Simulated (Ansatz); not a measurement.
# Phonons of Y3PbC (Pm-3m) against volume, part 2 of 2

Does Y3PbC (Pm-3m) expand much on heating, by its phonons?

Ansatz 0.2.0; DFT PBEsol, scalar-relativistic, plane waves, PAW; PAW set soft_1.

So far, highest frequency on path, mesh or solved points (cm⁻¹): step 2 (the dispersion) 499; step 4 (phonons at the other volume, volume ratio 0.97) 519.

## 6. Phonons at the other volume, volume ratio 1.03

The phonons are repeated at this volume on the same meshes, so that differences come from the volume alone.

input.yaml reads:

```yaml
crystal:
  lattice:
    - [4.9056520884, 0.0, 0.0]
    - [0.0, 4.9056520884, 0.0]
    - [0.0, 0.0, 4.9056520884]
  atoms:
    - { symbol: "Y", position: [0.5, 0.0, 0.5] }
    - { symbol: "Y", position: [0.0, 0.5, 0.5] }
    - { symbol: "Y", position: [0.5, 0.5, 0.0] }
    - { symbol: Pb, position: [0.0, 0.0, 0.0] }
    - { symbol: C, position: [0.5, 0.5, 0.5] }
kpoints:
  mp_grid: { grid: [8, 8, 8] }
hamiltonian:
  xc: pbesol
  pseudopotentials: { kind: paw, azcp: { folder: soft_1 }, xc_functional: pbe }
scf:
  occupations: { method: methfessel_paxton, width: 0.2 }
output:
  eigenvalues: true
phonons:
  method: dfpt
  qmesh: [2, 2, 2]
  temperatures: { t_max: 1000, t_step: 50 }
  qpath:
    path:
      - [[0.0, 0.0, 0.0], [0.0, 0.5, 0.0], [0.5, 0.5, 0.0], [0.0, 0.0, 0.0], [0.5, 0.5, 0.5], [0.0, 0.5, 0.0]]
      - [[0.5, 0.5, 0.5], [0.5, 0.5, 0.0]]
    npoints: 10
```

Run with:

```console
$ ansatz run input.yaml --threads 4 --pin off --max-ram 10240MiB --backend cpu --events-out ev --progress --plain --runs-dir out
```

What it wrote:

```text
[...]
Crystal: 5 atoms, lattice volume = 118.057 Å³
Basis set: ecut = 420 eV, 2325 PW (Γ), exchange–correlation on 72×72×72 points (8 copies of the dense FFT grid, shifted against one another)
Bands: 31, of which v1, the nominal top of the filled ones, is band 26 counted from 1 (25 counted from 0)
Symmetry: 48 space group operations
k-points: 35 of 512
[...]
k-point 34: bands = [... 22 lower, 9.8028, 9.8028, 9.8028, 12.4414, 12.4414, 12.4414, 13.0296, 13.0296, ... 6 higher]
[...]
ASR residual: 2.156e-5 → 0.000e0 eV/Å²; symmetrization residual: 3.519e-6 eV/Å²
  ASR residual per site (eV/Å²): 1.22e-5 1.22e-5 1.22e-5 2.16e-5 4.06e-6
[...]
--- Phonons (arbitrary-q DFPT): 4 irreducible q on the 2×2×2 mesh ---
[...]
interpolated dispersion: 62 rows × 15 modes
[...]
[key lines of the parts left out:]
SCF converged after 12 iterations
Free energy (F): -23392.304205 eV
Fermi energy:    11.604068 eV
```

It took 3.1 min on 4 threads of Intel Xeon Platinum 8488C (Sapphire Rapids), shared host; peak memory 1.6 GiB; 12 min of CPU time.

Numbers from this step:

```
sum-rule residual before enforcement                       : 2.16e-5 eV/Å²
highest frequency on path, mesh or solved points           : 479.8 cm⁻¹
mean frequency                                             : 179.6 cm⁻¹
Debye temperature (second moment)                          : 412 K
logarithmic mean frequency                                 : 142.4 cm⁻¹
highest optical mode at the zone centre (no LO-TO term)    : 395.4 cm⁻¹
lowest optical zone-centre mode                            : 84.78 cm⁻¹
lowest mode on the q mesh (acoustic modes at Γ apart)      : 48.55 cm⁻¹
zero-point energy per atom                                 : 33.39 meV
heat capacity at 300 K                                     : 22.91 J/(mol atoms K)
vibrational entropy at 300 K                               : 35.56 J/(mol atoms K)
edges of the widest gap between branches, on path and mesh : 249.5, 378.9 cm⁻¹
```

The highest optical mode at the zone centre (no LO-TO term) is 395.4 cm⁻¹, -20.7 cm⁻¹ against the base run.

## 7. Grüneisen parameters

The Grüneisen parameter of a mode is minus the logarithmic change of its frequency with volume, −d ln ω / d ln V; weighted by heat capacity it gives the expansion.

Numbers from this step:

| Property | Result |
| --- | --- |
| bulk modulus | 84.6 GPa |

The phonon branches at the labelled points (cm⁻¹):

| point | branch 1 | branch 2 | branch 3 | branch 4 | branch 12 | branch 13 | branch 14 | branch 15 |
| --- | --- | --- | --- | --- | --- | --- | --- | --- |
| Γ | 0 | 0 | 0 | 90 | 195 | 416 | 416 | 416 |
| halfway | 45 | 45 | 64 | 92 | 201 | 407 | 407 | 459 |
| X | 68 | 68 | 78 | 92 | 207 | 398 | 398 | 499 |
| halfway | 67 | 71 | 73 | 83 | 221 | 405 | 439 | 489 |
| M | 51 | 70 | 70 | 75 | 235 | 412 | 478 | 478 |
| halfway | 56 | 59 | 72 | 98 | 211 | 406 | 449 | 449 |
| Γ | 0 | 0 | 0 | 90 | 195 | 416 | 416 | 416 |
| halfway | 63 | 63 | 75 | 96 | 221 | 445 | 445 | 445 |
| R | 71 | 71 | 71 | 73 | 261 | 474 | 474 | 474 |
| halfway | 70 | 70 | 73 | 82 | 233 | 441 | 441 | 482 |
| X | 68 | 68 | 78 | 92 | 207 | 398 | 398 | 499 |
| jump to R | 71 | 71 | 71 | 73 | 261 | 474 | 474 | 474 |
| halfway | 62 | 72 | 72 | 73 | 246 | 443 | 476 | 476 |
| M | 51 | 70 | 70 | 75 | 235 | 412 | 478 | 478 |

The same for volume x 0.97:

| point | branch 1 | branch 2 | branch 3 | branch 4 | branch 12 | branch 13 | branch 14 | branch 15 |
| --- | --- | --- | --- | --- | --- | --- | --- | --- |
| Γ | 0 | 0 | 0 | 96 | 201 | 437 | 437 | 437 |
| X | 71 | 71 | 82 | 96 | 218 | 419 | 419 | 519 |
| M | 53 | 73 | 73 | 79 | 246 | 434 | 498 | 498 |
| Γ | 0 | 0 | 0 | 96 | 201 | 437 | 437 | 437 |
| R | 73 | 73 | 73 | 76 | 272 | 494 | 494 | 494 |
| X | 71 | 71 | 82 | 96 | 218 | 419 | 419 | 519 |
| R | 73 | 73 | 73 | 76 | 272 | 494 | 494 | 494 |
| M | 53 | 73 | 73 | 79 | 246 | 434 | 498 | 498 |

The same for volume x 1.03:

| point | branch 1 | branch 2 | branch 3 | branch 4 | branch 12 | branch 13 | branch 14 | branch 15 |
| --- | --- | --- | --- | --- | --- | --- | --- | --- |
| Γ | 0 | 0 | 0 | 85 | 189 | 395 | 395 | 395 |
| X | 65 | 65 | 74 | 89 | 196 | 379 | 379 | 480 |
| M | 49 | 68 | 68 | 71 | 224 | 390 | 459 | 459 |
| Γ | 0 | 0 | 0 | 85 | 189 | 395 | 395 | 395 |
| R | 69 | 69 | 69 | 71 | 250 | 454 | 454 | 454 |
| X | 65 | 65 | 74 | 89 | 196 | 379 | 379 | 480 |
| R | 69 | 69 | 69 | 71 | 250 | 454 | 454 | 454 |
| M | 49 | 68 | 68 | 71 | 224 | 390 | 459 | 459 |

Mode Grueneisen parameter -dln(w)/dln(V), modes matched by rank; at Γ the acoustic branches take the value of a neighbouring point of the path. Mode grüneisen parameters along the path, in :

| point | branch 1 | branch 2 | branch 3 | branch 4 | branch 12 | branch 13 | branch 14 | branch 15 |
| --- | --- | --- | --- | --- | --- | --- | --- | --- |
| Γ | 0.69 | 0.69 | 1.69 | 2.01 | 1.04 | 1.68 | 1.68 | 1.68 |
| halfway | 0.89 | 0.89 | 1.62 | 1.84 | 1.41 | 1.67 | 1.67 | 1.45 |
| X | 1.40 | 1.40 | 1.73 | 1.25 | 1.75 | 1.66 | 1.66 | 1.31 |
| halfway | 1.15 | 1.55 | 1.42 | 1.18 | 1.48 | 1.72 | 1.48 | 1.35 |
| M | 1.51 | 1.16 | 1.16 | 1.79 | 1.52 | 1.78 | 1.39 | 1.39 |
| halfway | 1.22 | 1.13 | 1.59 | 1.65 | 1.30 | 1.70 | 1.47 | 1.47 |
| Γ | 0.74 | 1.55 | 1.40 | 2.01 | 1.04 | 1.68 | 1.68 | 1.68 |
| halfway | 1.14 | 1.14 | 1.75 | 1.53 | 1.24 | 1.49 | 1.49 | 1.50 |
| R | 1.01 | 1.01 | 1.01 | 1.11 | 1.47 | 1.42 | 1.42 | 1.42 |
| halfway | 1.34 | 1.16 | 1.32 | 1.02 | 1.38 | 1.52 | 1.53 | 1.37 |
| X | 1.40 | 1.40 | 1.73 | 1.25 | 1.75 | 1.66 | 1.66 | 1.31 |
| jump to R | 1.01 | 1.01 | 1.01 | 1.11 | 1.47 | 1.42 | 1.42 | 1.42 |
| halfway | 1.18 | 1.14 | 1.14 | 1.38 | 1.44 | 1.57 | 1.40 | 1.40 |
| M | 1.51 | 1.16 | 1.16 | 1.79 | 1.52 | 1.78 | 1.39 | 1.39 |

(dS/dlnV)/C_V. Table of thermodynamic Grueneisen parameter by temperature:

| temperature (K) | thermodynamic Grueneisen parameter |
| --- | --- |
| 50 | 1.28 |
| 100 | 1.29 |
| 150 | 1.30 |
| 200 | 1.31 |
| 250 | 1.32 |
| 300 | 1.32 |
| 350 | 1.32 |
| 400 | 1.32 |
| 450 | 1.33 |
| 500 | 1.33 |
| 550 | 1.33 |
| 600 | 1.33 |
| 650 | 1.33 |
| 700 | 1.33 |
| 750 | 1.33 |
| 800 | 1.33 |
| 850 | 1.33 |
| 900 | 1.33 |
| 950 | 1.33 |
| 1000 | 1.33 |

Gamma C_V/(B V) at the static volume. Volume expansion against temperature:

| temperature (K) | volume expansion (1e-6/K) |
| --- | --- |
| 50 | 9.6 |
| 100 | 17.2 |
| 150 | 21.0 |
| 200 | 23.4 |
| 250 | 24.8 |
| 300 | 25.7 |
| 350 | 26.4 |
| 400 | 26.8 |
| 450 | 27.1 |
| 500 | 27.4 |
| 550 | 27.5 |
| 600 | 27.7 |
| 650 | 27.8 |
| 700 | 27.9 |
| 750 | 27.9 |
| 800 | 28.0 |
| 850 | 28.0 |
| 900 | 28.1 |
| 950 | 28.1 |
| 1000 | 28.1 |

## 8. What came out

```
bulk modulus                               : 84.6 GPa
thermodynamic Grüneisen parameter at 300 K : 1.32
volume expansion at 300 K, estimated       : 25.72 × 10⁻⁶ K⁻¹
```

In words: By this estimate the volume grows by 25.7 × 10⁻⁶ per kelvin at 300 K. The highest optical mode at Γ goes from 437 to 395 cm⁻¹ as the cell grows, a Grüneisen parameter of 1.68. Mode parameters on the path run from 0.68 to 2.0, with a median of 1.3. Branches are matched by rank, so values near crossings are rough. The expansion is the Grüneisen estimate at the static volume, with the static bulk modulus. With no gap, or one that is small against the smearing, the frequencies hang on the k mesh and the smearing, most of all near Kohn anomalies. The phonon runs are without spin polarisation, although the cell has an odd electron count. Spin-orbit coupling is left out, which can matter for the heavy elements here. The PAW files were made for PBE and serve the other functionals too.

[Long decimals in the printed logs are rounded to 6 places.]

[Logs are printed without paths, hosts, clocks, repeated set-up lines and the standing remarks that a program may print on its own settings, such as how far it seeks lower states.]

[Hosts, paths, dates, database ids (printed as entryN), source tags and the programs' standing remarks are cut or masked in the printed files.]

[Where the starting crystal was built by hand or by swapping elements, it need not be the compound's stable phase.]
